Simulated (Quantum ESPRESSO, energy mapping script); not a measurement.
# Spin model of CoO from collinear orders (isotropic strain to volume × 1.06)

How strongly do the moments of CoO couple under PBE+U (3.5 eV), QE, GBRV? The plan is to run several orders and fit a Heisenberg model.

Program: Quantum ESPRESSO 7.5. Level of theory: PBE with U = 3.5 eV on Co d, ortho-atomic projectors; plane waves, U on orthogonalised atomic orbitals unless named otherwise, collinear spin, no spin–orbit coupling. Results are calculated unless marked as measured.

## Step 1: The structure

The structure is cubic, space group Fm-3m (No. 225). The conventional cell has a = 4.347 Å, b = 4.347 Å, c = 4.347 Å, α = 90.00°, β = 90.00°, γ = 90.00°. Nearest to Co lie 6 O at 2.17 Å. Nearest to O lie 6 Co at 2.17 Å. Farther neighbours and most contacts between anions are not listed.

This cell differs from the given one by: isotropic strain to volume × 1.06. Atoms follow the cell and are not relaxed.

The U corrects the self-interaction that lets semilocal functionals spread d and f electrons too far. Its value here is typed, not computed. These runs use Quantum ESPRESSO.

## Step 2: Order 1: parallel, cell A of 4 atoms

The parallel order is the zero of energy for this cell and mesh.

The potential files are GBRV's for PBE; pw.x takes the functional from them.

pw.in reads:

```
&control
  calculation = 'scf'
  prefix = 'pw'
  outdir = './tmp/'
  pseudo_dir = './pseudo/'
  verbosity = 'low'
/
&system
  ibrav = 0
  nat = 4
  ntyp = 2
  ecutwfc = 45
  ecutrho = 360
  nbnd = 38
  occupations = 'smearing'
  smearing = 'fd'
  degauss = 0.00367493
  nspin = 2
  starting_magnetization(1) = 0.1765
/
&electrons
  conv_thr = 1.0e-08
  electron_maxstep = 120
  mixing_beta = 0.3
  mixing_mode = 'plain'
/
ATOMIC_SPECIES
  Co 58.9332 Co.upf
  O 15.9990 O.upf
CELL_PARAMETERS angstrom
  0.00000000 -2.17330473 -2.17330473
  0.00000000 2.17330473 -2.17330473
  4.34660946 0.00000000 0.00000000
ATOMIC_POSITIONS crystal
  Co 0.50000000 0.50000000 0.50000000
  Co 0.00000000 0.00000000 0.00000000
  O 0.50000000 0.50000000 0.00000000
  O 0.00000000 0.00000000 0.50000000
K_POINTS automatic
  10 10 7 0 0 0
HUBBARD {ortho-atomic}
U Co-3d 3.5
```

Command:

```
OMP_NUM_THREADS=1 mpirun -n 8 pw.x -nk 8 -in pw.in > pw.out
```

What it wrote:

```text
Program PWSCF v.7.5 starts
[...]
unit-cell volume          =     277.0885 (a.u.)^3
     number of atoms/cell      =            4
[...]
number of electrons       =        46.00
     number of Kohn-Sham states=           38
     kinetic-energy cutoff     =      45.0000  Ry
     charge density cutoff     =     360.0000  Ry
     scf convergence threshold =      1.0E-08
[...]
Exchange-correlation= SLA  PW   PBE  PBE
[...]
Hubbard projectors: ortho-atomic
     Hubbard parameters of DFT+U (Dudarev formulation) in eV:
[...]
atomic species   magnetization
[...]
16 Sym. Ops., with inversion, found
[...]
number of k points=    84  Fermi-Dirac smearing, width (Ry)=  0.0037
[...]
Number of occupied Hubbard levels =   14.0000
     Atomic wfc used for Hubbard projectors are orthogonalized
[...]
iteration #  1     ecut=    45.00 Ry     beta= 0.30
[...]
Number of occupied Hubbard levels =   10.9626
     total energy              =    -657.41419135 Ry
     estimated scf accuracy    <      12.69907656 Ry
     total magnetization       =     7.52 Bohr mag/cell
     absolute magnetization    =     7.68 Bohr mag/cell
     iteration #  2     ecut=    45.00 Ry     beta= 0.30
[...]
total energy              =    -659.07980465 Ry
     estimated scf accuracy    <      13.32702542 Ry
     total magnetization       =     1.45 Bohr mag/cell
     absolute magnetization    =     1.60 Bohr mag/cell
     iteration #  3     ecut=    45.00 Ry     beta= 0.30
[...]
total energy              =    -661.11005682 Ry
     estimated scf accuracy    <       0.55031221 Ry
     total magnetization       =     6.08 Bohr mag/cell
     absolute magnetization    =     6.15 Bohr mag/cell
     iteration #  4     ecut=    45.00 Ry     beta= 0.30
[...]
total energy              =    -661.15036648 Ry
     estimated scf accuracy    <       0.14746712 Ry
     total magnetization       =     6.00 Bohr mag/cell
     absolute magnetization    =     6.04 Bohr mag/cell
     iteration #  5     ecut=    45.00 Ry     beta= 0.30
[...]
total energy              =    -661.18759468 Ry
     estimated scf accuracy    <       0.17393773 Ry
     total magnetization       =     5.55 Bohr mag/cell
     absolute magnetization    =     5.58 Bohr mag/cell
     iteration #  6     ecut=    45.00 Ry     beta= 0.30
[...]
total energy              =    -661.17534175 Ry
     estimated scf accuracy    <       0.61661798 Ry
     total magnetization       =     5.66 Bohr mag/cell
     absolute magnetization    =     5.69 Bohr mag/cell
     iteration #  7     ecut=    45.00 Ry     beta= 0.30
[...]
total energy              =    -661.18698901 Ry
     estimated scf accuracy    <       0.00827629 Ry
     total magnetization       =     5.87 Bohr mag/cell
     absolute magnetization    =     5.91 Bohr mag/cell
     iteration #  8     ecut=    45.00 Ry     beta= 0.30
[...]
total energy              =    -661.18534131 Ry
     estimated scf accuracy    <       0.00778061 Ry
     total magnetization       =     5.97 Bohr mag/cell
     absolute magnetization    =     6.01 Bohr mag/cell
     iteration #  9     ecut=    45.00 Ry     beta= 0.30
[...]
total energy              =    -661.18679800 Ry
     estimated scf accuracy    <       0.00157520 Ry
     total magnetization       =     5.98 Bohr mag/cell
     absolute magnetization    =     6.02 Bohr mag/cell
     iteration # 10     ecut=    45.00 Ry     beta= 0.30
[...]
total energy              =    -661.18703091 Ry
     estimated scf accuracy    <       0.00077910 Ry
     total magnetization       =     5.99 Bohr mag/cell
     absolute magnetization    =     6.03 Bohr mag/cell
[...]
total energy              =    -661.18719336 Ry
[...]
iteration # 20     ecut=    45.00 Ry     beta= 0.30
[...]
total energy              =    -661.18719331 Ry
     estimated scf accuracy    <       0.00000368 Ry
     total magnetization       =     6.00 Bohr mag/cell
     absolute magnetization    =     6.05 Bohr mag/cell
     iteration # 21     ecut=    45.00 Ry     beta= 0.30
[...]
total energy              =    -661.18719314 Ry
     estimated scf accuracy    <       0.00000168 Ry
     total magnetization       =     6.00 Bohr mag/cell
     absolute magnetization    =     6.05 Bohr mag/cell
     iteration # 22     ecut=    45.00 Ry     beta= 0.30
[...]
total energy              =    -661.18719343 Ry
     estimated scf accuracy    <       0.00000014 Ry
     total magnetization       =     6.00 Bohr mag/cell
     absolute magnetization    =     6.05 Bohr mag/cell
     iteration # 23     ecut=    45.00 Ry     beta= 0.30
[...]
total energy              =    -661.18719345 Ry
     estimated scf accuracy    <       0.00000003 Ry
     total magnetization       =     6.00 Bohr mag/cell
     absolute magnetization    =     6.05 Bohr mag/cell
     iteration # 24     ecut=    45.00 Ry     beta= 0.30
[...]
Magnetic moment per site  (integrated on atomic sphere of radius R)
     atom   1 (R=0.292)  charge= 14.6531  magn=  2.6287
     atom   2 (R=0.292)  charge= 14.6532  magn=  2.6286
     atom   3 (R=0.292)  charge=  5.8322  magn=  0.2731
     atom   4 (R=0.292)  charge=  5.8322  magn=  0.2732
     End of self-consistent calculation
     =================== HUBBARD OCCUPATIONS ===================
     ------------------------ ATOM    1 ------------------------
     Tr[ns(  1)] (up, down, total) =   4.97865  2.29713  7.27578
     Atomic magnetic moment for atom   1 =   2.68152
     SPIN  1
     eigenvalues:
       0.996  0.996  0.996  0.996  0.996
     eigenvectors (columns):
      -0.000  0.000  0.000 -0.866 -0.500
      -0.270  0.963 -0.000  0.000  0.000
      -0.000  0.000  1.000 -0.000  0.000
       0.000 -0.000 -0.000 -0.500  0.866
       0.963  0.270  0.000  0.000 -0.000
     occupation matrix ns (before diag.):
       0.996 -0.000 -0.000 -0.000  0.000
      -0.000  0.996 -0.000  0.000  0.000
      -0.000 -0.000  0.996  0.000  0.000
      -0.000  0.000  0.000  0.996 -0.000
[...]
SPIN  2
     eigenvalues:
[...]
eigenvectors (columns):
[...]
occupation matrix ns (before diag.):
[...]
------------------------ ATOM    2 ------------------------
     Tr[ns(  2)] (up, down, total) =   4.97865  2.29726  7.27591
     Atomic magnetic moment for atom   2 =   2.68140
     SPIN  1
     eigenvalues:
[...]
eigenvectors (columns):
[...]
occupation matrix ns (before diag.):
[...]
SPIN  2
     eigenvalues:
[...]
eigenvectors (columns):
[...]
occupation matrix ns (before diag.):
       0.121 -0.000 -0.000  0.000  0.000
      -0.000  0.685 -0.000  0.000  0.000
      -0.000 -0.000  0.685  0.000  0.000
       0.000  0.000  0.000  0.121 -0.000
       0.000  0.000  0.000 -0.000  0.685
     Number of occupied Hubbard levels =   14.5517
     Number of k-points >= 100: set verbosity='high' to print the bands.
     the Fermi energy is    12.0588 ev
!    total energy              =    -661.18719345 Ry
     estimated scf accuracy    <          7.8E-09 Ry
     smearing contrib. (-TS)   =      -0.00566807 Ry
     internal energy E=F+TS    =    -661.18152538 Ry
     The total energy is F=E-TS. E is the sum of the following terms:
     one-electron contribution =    -378.93360697 Ry
     hartree contribution      =     214.40872212 Ry
     xc contribution           =     -79.93502969 Ry
     ewald contribution        =    -416.94819277 Ry
     Hubbard energy            =       0.22658192 Ry
     total magnetization       =     6.00 Bohr mag/cell
     absolute magnetization    =     6.05 Bohr mag/cell
     convergence has been achieved in  24 iterations
=------------------------------------------------------------------------------=
   JOB DONE.
=------------------------------------------------------------------------------=
```

Run time: 56 s. Hardware: 8 MPI ranks of Arm Neoverse N1, shared host; peak memory 0.79 GiB; 7.4 min of CPU time.

Spin moment in the sphere by atom:

```csv
atom,spin moment in the sphere (μB)
Co1,2.63
Co2,2.63
O3,0.27
O4,0.27
```

The run ends ferromagnetic.

## Step 3: Order 2: compensated +−, cell A of 4 atoms

This order reverses 8 of the 12 neighbours at 3.07 Å, 0 of the 6 neighbours at 4.35 Å and 16 of the 24 neighbours at 5.32 Å, counted for an average magnetic atom.

pw.in: that of step 2 with these lines changed.

```diff
@@ -10,6 +10,6 @@
   nat = 4
-  ntyp = 2
+  ntyp = 3
   ecutwfc = 45
   ecutrho = 360
-  nbnd = 38
+  nbnd = 35
   occupations = 'smearing'
@@ -19,2 +19,3 @@
   starting_magnetization(1) = 0.1765
+  starting_magnetization(2) = -0.1765
 /
@@ -27,3 +28,4 @@
 ATOMIC_SPECIES
-  Co 58.9332 Co.upf
+  Co1 58.9332 Co.upf
+  Co2 58.9332 Co.upf
   O 15.9990 O.upf
@@ -34,4 +36,4 @@
 ATOMIC_POSITIONS crystal
-  Co 0.50000000 0.50000000 0.50000000
-  Co 0.00000000 0.00000000 0.00000000
+  Co1 0.50000000 0.50000000 0.50000000
+  Co2 0.00000000 0.00000000 0.00000000
   O 0.50000000 0.50000000 0.00000000
@@ -41,2 +43,3 @@
 HUBBARD {ortho-atomic}
-U Co-3d 3.5
+U Co1-3d 3.5
+U Co2-3d 3.5
```

What it wrote:

```text
[banner, memory and clock lines left out]
Program PWSCF v.7.5 starts
[...]
unit-cell volume          =     277.0885 (a.u.)^3
     number of atoms/cell      =            4
[...]
number of electrons       =        46.00
     number of Kohn-Sham states=           35
     kinetic-energy cutoff     =      45.0000  Ry
     charge density cutoff     =     360.0000  Ry
     scf convergence threshold =      1.0E-08
[...]
Exchange-correlation= SLA  PW   PBE  PBE
[...]
Hubbard projectors: ortho-atomic
     Hubbard parameters of DFT+U (Dudarev formulation) in eV:
[...]
atomic species   magnetization
[...]
16 Sym. Ops., with inversion, found
[...]
number of k points=    84  Fermi-Dirac smearing, width (Ry)=  0.0037
[...]
Number of occupied Hubbard levels =   14.0000
     Atomic wfc used for Hubbard projectors are orthogonalized
[...]
iteration #  1     ecut=    45.00 Ry     beta= 0.30
[...]
Number of occupied Hubbard levels =   10.8066
     total energy              =    -657.21909849 Ry
     estimated scf accuracy    <      12.99978173 Ry
     total magnetization       =    -0.00 Bohr mag/cell
     absolute magnetization    =     7.84 Bohr mag/cell
     iteration #  2     ecut=    45.00 Ry     beta= 0.30
[...]
total energy              =    -659.00326864 Ry
     estimated scf accuracy    <      14.18671867 Ry
     total magnetization       =    -0.00 Bohr mag/cell
     absolute magnetization    =     1.57 Bohr mag/cell
     iteration #  3     ecut=    45.00 Ry     beta= 0.30
[...]
total energy              =    -661.09086582 Ry
     estimated scf accuracy    <       0.49432380 Ry
     total magnetization       =     0.00 Bohr mag/cell
     absolute magnetization    =     5.95 Bohr mag/cell
[...]
total energy              =    -661.18044415 Ry
[...]
iteration # 22     ecut=    45.00 Ry     beta= 0.30
[...]
total energy              =    -661.18044415 Ry
     estimated scf accuracy    <       0.00000007 Ry
     total magnetization       =     0.00 Bohr mag/cell
     absolute magnetization    =     5.30 Bohr mag/cell
     iteration # 23     ecut=    45.00 Ry     beta= 0.30
[...]
Magnetic moment per site  (integrated on atomic sphere of radius R)
     atom   1 (R=0.292)  charge= 14.6835  magn=  2.4747
     atom   2 (R=0.292)  charge= 14.6835  magn= -2.4748
     atom   3 (R=0.292)  charge=  5.8116  magn= -0.0499
     atom   4 (R=0.292)  charge=  5.8116  magn=  0.0498
     End of self-consistent calculation
     =================== HUBBARD OCCUPATIONS ===================
     ------------------------ ATOM    1 ------------------------
     Tr[ns(  1)] (up, down, total) =   4.93536  2.39392  7.32929
     Atomic magnetic moment for atom   1 =   2.54144
     SPIN  1
     eigenvalues:
       0.972  0.980  0.994  0.994  0.995
     eigenvectors (columns):
       0.866 -0.500  0.000 -0.000  0.000
       0.000 -0.000 -0.257  0.966  0.000
[...]
occupation matrix ns (before diag.):
[...]
SPIN  2
     eigenvalues:
[...]
eigenvectors (columns):
[...]
occupation matrix ns (before diag.):
[...]
------------------------ ATOM    2 ------------------------
     Tr[ns(  2)] (up, down, total) =   2.39386  4.93540  7.32925
     Atomic magnetic moment for atom   2 =  -2.54154
     SPIN  1
     eigenvalues:
[...]
eigenvectors (columns):
[...]
occupation matrix ns (before diag.):
[...]
SPIN  2
     eigenvalues:
[...]
eigenvectors (columns):
[...]
occupation matrix ns (before diag.):
[...]
-0.003  0.000  0.000  0.978 -0.000
       0.000  0.000  0.000 -0.000  0.994
     Number of occupied Hubbard levels =   14.6585
     Number of k-points >= 100: set verbosity='high' to print the bands.
     the Fermi energy is    11.9858 ev
!    total energy              =    -661.18044415 Ry
     estimated scf accuracy    <          1.0E-09 Ry
     smearing contrib. (-TS)   =      -0.00628495 Ry
     internal energy E=F+TS    =    -661.17415920 Ry
     The total energy is F=E-TS. E is the sum of the following terms:
     one-electron contribution =    -379.40530003 Ry
     hartree contribution      =     214.89436263 Ry
     xc contribution           =     -79.93144901 Ry
     ewald contribution        =    -416.94819277 Ry
     Hubbard energy            =       0.21641998 Ry
     total magnetization       =    -0.00 Bohr mag/cell
     absolute magnetization    =     5.30 Bohr mag/cell
     convergence has been achieved in  23 iterations
```

Run time: 50 s. Hardware: 8 MPI ranks; peak memory 0.8 GiB.

Spin moment in the sphere by atom:

```csv
atom,spin moment in the sphere (μB)
Co1,2.47
Co2,-2.47
O3,-0.05
O4,0.05
```

The run ends antiferromagnetic, 48.01 meV a magnetic atom above the parallel order of its cell, a difference that unlike orbital or electronic states can set, not exchange alone (energies taken at zero occupation width, not the printed F).

## Step 4: Order 3: parallel, cell B of 4 atoms

A new cell needs its own zero of energy.

This run holds the same structure in another cell (c 4.347 → 5.323 Å, α 90.0 → 73.2°, β 90.0 → 73.2°, γ 90.0 → 60.0°).

pw.in reads:

```
&control
  calculation = 'scf'
  prefix = 'pw'
  outdir = './tmp/'
  pseudo_dir = './pseudo/'
  verbosity = 'low'
/
&system
  ibrav = 0
  nat = 4
  ntyp = 2
  ecutwfc = 45
  ecutrho = 360
  nbnd = 38
  occupations = 'smearing'
  smearing = 'fd'
  degauss = 0.00367493
  nspin = 2
  starting_magnetization(1) = 0.1765
/
&electrons
  conv_thr = 1.0e-08
  electron_maxstep = 120
  mixing_beta = 0.3
  mixing_mode = 'plain'
/
ATOMIC_SPECIES
  Co 58.9332 Co.upf
  O 15.9990 O.upf
CELL_PARAMETERS angstrom
  0.00000000 -2.17330473 -2.17330473
  -2.17330473 0.00000000 -2.17330473
  2.17330473 2.17330473 -4.34660946
ATOMIC_POSITIONS crystal
  Co 0.50000000 0.50000000 0.50000000
  Co 0.00000000 0.00000000 0.00000000
  O 0.75000000 0.75000000 0.75000000
  O 0.25000000 0.25000000 0.25000000
K_POINTS automatic
  11 11 11 0 0 0
HUBBARD {ortho-atomic}
U Co-3d 3.5
```

What it wrote:

```text
[banner, memory and clock lines left out]
Program PWSCF v.7.5 starts
[...]
unit-cell volume          =     277.0885 (a.u.)^3
     number of atoms/cell      =            4
[...]
number of electrons       =        46.00
     number of Kohn-Sham states=           38
     kinetic-energy cutoff     =      45.0000  Ry
     charge density cutoff     =     360.0000  Ry
[...]
The total energy is F=E-TS. E is the sum of the following terms:
     one-electron contribution =    -378.93424700 Ry
     hartree contribution      =     214.40942805 Ry
     xc contribution           =     -79.93506723 Ry
     ewald contribution        =    -416.94819277 Ry
     Hubbard energy            =       0.22657766 Ry
     total magnetization       =     6.00 Bohr mag/cell
     absolute magnetization    =     6.05 Bohr mag/cell
     convergence has been achieved in  20 iterations
[key lines of the parts left out:]
!    total energy              =    -661.18718923 Ry
the Fermi energy is    12.0588 ev
```

Run time: 93 s. Hardware: 8 MPI ranks; peak memory 0.96 GiB; 12 min of CPU time.

The run ends ferromagnetic. For each magnetic atom its energy differs from the parallel run of the first cell by 0.10 meV, an error that one common reference would have brought in.

## Step 5: Run 4 (compensated +−; cell B, 4 atoms)

This order reverses 6 of the 12 neighbours at 3.07 Å, 6 of the 6 neighbours at 4.35 Å and 12 of the 24 neighbours at 5.32 Å, counted for an average magnetic atom.

pw.in: that of step 4 with these lines changed.

```diff
@@ -10,6 +10,6 @@
   nat = 4
-  ntyp = 2
+  ntyp = 3
   ecutwfc = 45
   ecutrho = 360
-  nbnd = 38
+  nbnd = 35
   occupations = 'smearing'
@@ -19,2 +19,3 @@
   starting_magnetization(1) = 0.1765
+  starting_magnetization(2) = -0.1765
 /
@@ -27,3 +28,4 @@
 ATOMIC_SPECIES
-  Co 58.9332 Co.upf
+  Co1 58.9332 Co.upf
+  Co2 58.9332 Co.upf
   O 15.9990 O.upf
@@ -34,4 +36,4 @@
 ATOMIC_POSITIONS crystal
-  Co 0.50000000 0.50000000 0.50000000
-  Co 0.00000000 0.00000000 0.00000000
+  Co1 0.50000000 0.50000000 0.50000000
+  Co2 0.00000000 0.00000000 0.00000000
   O 0.75000000 0.75000000 0.75000000
@@ -41,2 +43,3 @@
 HUBBARD {ortho-atomic}
-U Co-3d 3.5
+U Co1-3d 3.5
+U Co2-3d 3.5
```

What it wrote:

```text
[banner, memory and clock lines left out]
Program PWSCF v.7.5 starts
[...]
unit-cell volume          =     277.0885 (a.u.)^3
     number of atoms/cell      =            4
[...]
number of electrons       =        46.00
     number of Kohn-Sham states=           35
     kinetic-energy cutoff     =      45.0000  Ry
     charge density cutoff     =     360.0000  Ry
[...]
The total energy is F=E-TS. E is the sum of the following terms:
     one-electron contribution =    -379.07948216 Ry
     hartree contribution      =     214.52507011 Ry
     xc contribution           =     -79.91674191 Ry
     ewald contribution        =    -416.94819277 Ry
     Hubbard energy            =       0.23347147 Ry
     total magnetization       =    -0.00 Bohr mag/cell
     absolute magnetization    =     5.47 Bohr mag/cell
     convergence has been achieved in  19 iterations
[key lines of the parts left out:]
!    total energy              =    -661.19120402 Ry
the Fermi energy is    12.0368 ev
```

The job ended after 82 s (8 MPI ranks; peak memory 0.96 GiB).

The run ends antiferromagnetic, 28.53 meV a magnetic atom below the parallel order of its cell, a difference that unlike orbital or electronic states can set, not exchange alone (energies taken at zero occupation width, not the printed F).

(Continued in part 2 of 2.)

[Logs and program files are shortened in this print: banners, set-up blocks, solver, clock and traceback lines can be left out without a mark of their own.]

[Logs are printed without paths, hosts, clocks, repeated set-up lines and the standing remarks that a program may print on its own settings, such as how far it seeks lower states.]

[Hosts, paths, dates, database ids (printed as entryN), source tags and the programs' standing remarks are cut or masked in the printed files.]

[Where a cell is said to come from a database of computed structures, the database is the Materials Project.]
